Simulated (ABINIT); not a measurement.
**Quasiparticle gap of SiO2 (Stishovite) in ABINIT**

Wanted: ground state, empty states, screening and self-energy for SiO2 (Stishovite).

Calculated with ABINIT 10.8.3; LDA and many-body steps on it, plane waves.

### 1. The starting structure

It takes space group P4_2/mnm (No. 136, tetragonal). Conventional cell: a = 4.177 Å, b = 4.177 Å, c = 2.665 Å, α = 90.00°, β = 90.00°, γ = 90.00°. Nearest to Si lie 6 O at 1.76 to 1.81 Å. Nearest to O lie 3 Si at 1.76 to 1.81 Å. Farther neighbours and most contacts between anions are not listed.

The cell and positions come from the Crystallography Open Database and are kept as given unless a step says otherwise.

### 2. Ground state

This step: ABINIT 10.8.3; DFT, LDA, plane waves, norm-conserving pseudopotentials.

The ground-state density comes first.

run.abi

```
acell 3*1.0 Angstrom
rprim 
  4.177300000000 0.000000000000 0.000000000000
  0.000000000000 4.177300000000 0.000000000000
  0.000000000000 0.000000000000 2.665200000000
ntypat 2
znucl 14 8
natom 6
typat 1 1 2 2 2 2
xred 
  0.000000000000 0.000000000000 0.000000000000
  0.500000000000 0.500000000000 0.500000000000
  0.305900000000 0.305900000000 0.000000000000
  0.194100000000 0.805900000000 0.500000000000
  0.694100000000 0.694100000000 0.000000000000
  0.805900000000 0.194100000000 0.500000000000
pp_dirpath "pseudos"
pseudos "Si.upf, O.upf"
ecut 36
ngkpt 6 6 8
nshiftk 1
shiftk 0 0 0
kptopt 1
chksymbreak 0
nband 23
occopt 1
tolvrs 1e-10
nstep 60
prtwf 0
optforces 0
optstress 0
indata_prefix "in"
outdata_prefix "out"
tmpdata_prefix "tmp"
```

Command:

```bash
> OMP_NUM_THREADS=1 mpirun -n 4 abinit run.abi > log
```

Numbers of over 12 decimals in the logs are rounded to 6 here.

The program printed:

```text
.Version 10.8.3 of ABINIT. v10.8.2 released Aug 2026.

 Symmetries : space group P4_2/m n m (#136); Bravais tP (primitive tetrag.)
================================================================================
 Values of the parameters that define the memory need of the present run
     intxc =       0    ionmov =       0      iscf =       7    lmnmax =       6
     lnmax =       6     mgfft =      45  mpssoang =       3    mqgrid =    3001
     natom =       6  nloc_mem =       1    nspden =       1   nspinor =       1
    nsppol =       1      nsym =      16    n1xccc =    2501    ntypat =       2
    occopt =       1   xclevel =       1
-    mband =          23        mffmem =           1         mkmem =          13
       mpw =        3254          nfft =       60750          nkpt =          50
================================================================================
  Rough estimation (10% accuracy) of disk space for files :
================================================================================

--------------------------------------------------------------------------------
------------- Echo of variables that govern the present computation ------------
--------------------------------------------------------------------------------
 -outvars: echo values of preprocessed input variables --------
            acell      1.8897261259E+00  1.8897261259E+00  1.8897261259E+00 Bohr

      chksymbreak           0
             ecut      3.60000000E+01 Hartree
-          fftalg         312

              ixc       -1012
              kpt      0.00000000E+00  0.00000000E+00  0.00000000E+00
                       1.66666667E-01  0.00000000E+00  0.00000000E+00
                       3.33333333E-01  0.00000000E+00  0.00000000E+00
                       5.00000000E-01  0.00000000E+00  0.00000000E+00
                       1.66666667E-01  1.66666667E-01  0.00000000E+00
                       3.33333333E-01  1.66666667E-01  0.00000000E+00
                       5.00000000E-01  1.66666667E-01  0.00000000E+00
                       3.33333333E-01  3.33333333E-01  0.00000000E+00
                       5.00000000E-01  3.33333333E-01  0.00000000E+00
   [... 39 further rows ...]
                       5.00000000E-01  3.33333333E-01  5.00000000E-01
                       5.00000000E-01  5.00000000E-01  5.00000000E-01
         kptrlatt        6    0    0      0    6    0      0    0    8
          kptrlen      4.02919846E+01
P           mkmem          13
            natom           6
            nband          23
            ngfft          45      45      30
             nkpt          50
            nstep          60
             nsym          16
           ntypat           2
              occ      2.000000  2.000000  2.000000  2.000000  2.000000  2.000000
                       2.000000  2.000000  2.000000  2.000000  2.000000  2.000000
                       2.000000  2.000000  2.000000  2.000000  0.000000  0.000000
                       0.000000  0.000000  0.000000  0.000000  0.000000
        optforces           0
        optstress           0
            prtwf           0
            rprim      4.1773000000E+00  0.0000000000E+00  0.0000000000E+00
[...]
spgroup         136

           tolvrs      1.00000000E-10

             xred      0.0000000000E+00  0.0000000000E+00  0.0000000000E+00
[...]
znucl       14.00000    8.00000

================================================================================

 chkinp: Checking input parameters for consistency.

================================================================================
== DATASET  1 ==================================================================
-   mpi_nproc: 4, omp_nthreads: 1 (-1 if OMP is not activated)

--- !DatasetInfo
iteration_state: {dtset: 1, }
dimensions: {natom: 6, nkpt: 50, mband: 23, nsppol: 1, nspinor: 1, nspden: 1, mpw: 3254, }
cutoff_energies: {ecut:  36.0, pawecutdg:  -1.0, }
electrons: {nelect:   3.20000000E+01, charge:   0.00000000E+00, occopt:   1.00000000E+00, tsmear:   1.00000000E-02, }

 Real(R)+Recip(G) space primitive vectors, cartesian coordinates (Bohr,Bohr^-1):
 R(1)=  7.8939529  0.0000000  0.0000000  G(1)=  0.1266792  0.0000000  0.0000000
 R(2)=  0.0000000  7.8939529  0.0000000  G(2)=  0.0000000  0.1266792  0.0000000
 R(3)=  0.0000000  0.0000000  5.0364981  G(3)=  0.0000000  0.0000000  0.1985507
 Unit cell volume ucvol=  3.1384682E+02 bohr^3
 Angles (23,13,12)=  9.00000000E+01  9.00000000E+01  9.00000000E+01 degrees

 getcut: wavevector=  0.0000  0.0000  0.0000  ngfft=  45  45  30
         ecut(hartree)=     36.000   => boxcut(ratio)=   2.06368

--- Pseudopotential description ------------------------------------------------
- Si Generated using ONCVPSP code by D. R. Hamann
- 14.00000   4.00000  180309                  znucl, zion, pspdat
12 -1012 2 -1 1510                            pspcod,pspxc,lmax,lloc,mmax
     nproj     2     2     2
  pspatm : epsatm=    6.67003958
         --- l  ekb(1:nproj) -->
[...]
pspatm: atomic psp has been read  and splines computed

- O Generated using ONCVPSP code by D. R. Hamann
-  8.00000   6.00000  201201                  znucl, zion, pspdat
12 -1012 2 -1 926                             pspcod,pspxc,lmax,lloc,mmax
     nproj     2     2     1
  pspatm : epsatm=    6.27558587
         --- l  ekb(1:nproj) -->
[...]
2   -1.033686
 pspatm: atomic psp has been read  and splines computed

   1.23015752E+03                                ecore*ucvol(ha*bohr**3)
--------------------------------------------------------------------------------

_setup2: Arith. and geom. avg. npw (full set) are    3237.045    3237.034

================================================================================

--- !BeginCycle
iteration_state: {dtset: 1, }
solver: {iscf: 7, nstep: 60, nline: 4, wfoptalg: 0, }
tolerances: {tolvrs: 1.00E-10, }

     iter   Etot(hartree)      deltaE(h)  residm     vres2
 ETOT  1  -74.574082170560    -7.457E+01 7.773E-02 5.587E+02
 ETOT  2  -74.658371315383    -8.429E-02 1.081E-02 4.428E+02
 ETOT  3  -74.871182289738    -2.128E-01 1.023E-02 1.196E+00
 ETOT  4  -74.871995329520    -8.130E-04 4.173E-03 2.931E-03
 ETOT  5  -74.871996855987    -1.526E-06 2.695E-03 8.528E-05
 ETOT  6  -74.871996874258    -1.827E-08 3.241E-03 4.683E-06
 ETOT  7  -74.871996875687    -1.429E-09 1.163E-03 5.668E-08
 ETOT  8  -74.871996875694    -6.679E-12 1.063E-03 2.378E-09
 ETOT  9  -74.871996875695    -8.384E-13 2.165E-04 1.989E-11

 At SCF step    9       vres2   =  1.99E-11 < tolvrs=  1.00E-10 =>converged.

--- !ResultsGS
iteration_state: {dtset: 1, }
comment   : Summary of ground state results
lattice_vectors:
- [  7.8939529,   0.0000000,   0.0000000, ]
- [  0.0000000,   7.8939529,   0.0000000, ]
- [  0.0000000,   0.0000000,   5.0364981, ]
lattice_lengths: [   7.89395,    7.89395,    5.03650, ]
lattice_angles: [ 90.000,  90.000,  90.000, ] # degrees, (23, 13, 12)
lattice_volume:   3.1384682E+02
convergence: {deltae: -8.384E-13, res2:  1.989E-11, residm:  2.165E-04, diffor:  0.000E+00, }
etotal    :  -7.48719969E+01
entropy   :   0.00000000E+00
fermie    :   2.55733456E-01
cartesian_stress_tensor: null
pressure_GPa: null
xred      :
- [  0.0000E+00,   0.0000E+00,   0.0000E+00, Si]
- [  5.0000E-01,   5.0000E-01,   5.0000E-01, Si]
- [  3.0590E-01,   3.0590E-01,   0.0000E+00,  O]
- [  1.9410E-01,   8.0590E-01,   5.0000E-01,  O]
- [  6.9410E-01,   6.9410E-01,   0.0000E+00,  O]
- [  8.0590E-01,   1.9410E-01,   5.0000E-01,  O]
cartesian_forces: null
force_length_stats: {min: null, max: null, mean: null, }

 Integrated electronic density in atomic spheres:
 ------------------------------------------------
 Atom  Sphere_radius  Integrated_density
[...]
================================================================================

 ----iterations are completed or convergence reached----

 Mean square residual over all n,k,spin=   22.566E-07; max=  21.645E-05
 reduced coordinates (array xred) for    6 atoms
[...]
0.500000000000      0.500000000000      0.500000000000
       0.305900000000      0.305900000000      0.000000000000
       0.194100000000      0.805900000000      0.500000000000
       0.694100000000      0.694100000000      0.000000000000
       0.805900000000      0.194100000000      0.500000000000
 rms dE/dt=  0.0000E+00; max dE/dt=  0.0000E+00; dE/dt below (all hartree)
    1       0.000000000000      0.000000000000      0.000000000000
    2       0.000000000000      0.000000000000      0.000000000000
    3       0.000000000000      0.000000000000      0.000000000000
    4       0.000000000000      0.000000000000      0.000000000000
    5       0.000000000000      0.000000000000      0.000000000000
    6       0.000000000000      0.000000000000      0.000000000000

 cartesian coordinates (angstrom) at end:
    1      0.000000     0.000000     0.000000
    2      2.088650     2.088650     1.332600
    3      1.277836     1.277836     0.000000
    4      0.810814     3.366486     1.332600
    5      2.899464     2.899464     0.000000
    6      3.366486     0.810814     1.332600
 length scales=  1.889726125908  1.889726125908  1.889726125908 bohr
              =  1.000000000000  1.000000000000  1.000000000000 angstroms
 prteigrs : about to open file out_EIG
 Fermi (or HOMO) energy (hartree) =   0.25573   Average Vxc (hartree)=  -0.46525
 Eigenvalues (hartree) for nkpt=  50  k points:
 kpt#   1, nband= 23, wtk=  0.00347, kpt=  0.0000  0.0000  0.0000 (reduced coord)
  -0.56576   -0.42781   -0.42781   -0.41921   -0.14497    0.01654    0.01654    0.02162
   0.05541    0.06533    0.13850    0.13850    0.16186    0.22251    0.22251    0.25573
   0.46391    0.49441    0.56462    0.56462    0.65152    0.67745    0.77280
 prteigrs : prtvol=0 or 1, do not print more k-points.

--- !EnergyTerms
iteration_state     : {dtset: 1, }
comment             : Components of total free energy in Hartree
kinetic             :  4.92346763472169E+01
hartree             :  1.54984140199668E+01
xc                  : -2.01468743477233E+01
Ewald energy        : -6.39508232852962E+01
psp_core            :  3.91961118920178E+00
local_psp           : -4.91705168750106E+01
non_local_psp       : -1.02564839240502E+01
total_energy        : -7.48719968756948E+01
total_energy_eV     : -2.03737082599241E+03
band_energy         : -1.78300074818771E+00

== END DATASET(S) ==============================================================
================================================================================

 -outvars: echo values of variables after computation  --------
           etotal     -7.4871996876E+01
            nband          23
             nkpt          50
          spgroup         136
 [... the other variables as echoed above ...]

 Calculation completed.
```

It took 36 s on 4 MPI ranks of Arm Neoverse V1, shared host; peak memory 0.33 GiB; 2.4 min of CPU time.

Numbers from this step:

- total energy: -2037.3708 eV
- gap: 5.665 eV
- k of the valence top: 0, 0, 0
- k of the conduction bottom: 0, 0, 0
- least direct gap: 5.665 eV

The gap is direct, at Γ.

(Continued in part 2 of 3.)

[Paths, hosts, dates, memory and timing lines, banners, echoed tables and standing remarks are left out of the program output.]

[Logs are printed without paths, hosts, clocks, repeated set-up lines and the standing remarks that a program may print on its own settings, such as how far it seeks lower states.]

[Runs of the session that timed out or met a known fault of the program may be left out.]

[Hosts, paths, dates, database ids (printed as entryN), source tags and the programs' standing remarks are cut or masked in the printed files.]

[G0W0 gaps are taken among the corrected bands and points alone; a level outside them can change the order at an edge.]

[Where Ansatz stands beside ABINIT at settings called matched, ABINIT's density can come from a denser mesh and the files from another edition; pairs whose starting gaps differed by over 0.03 eV were left out, so agreement reads better than it is.]
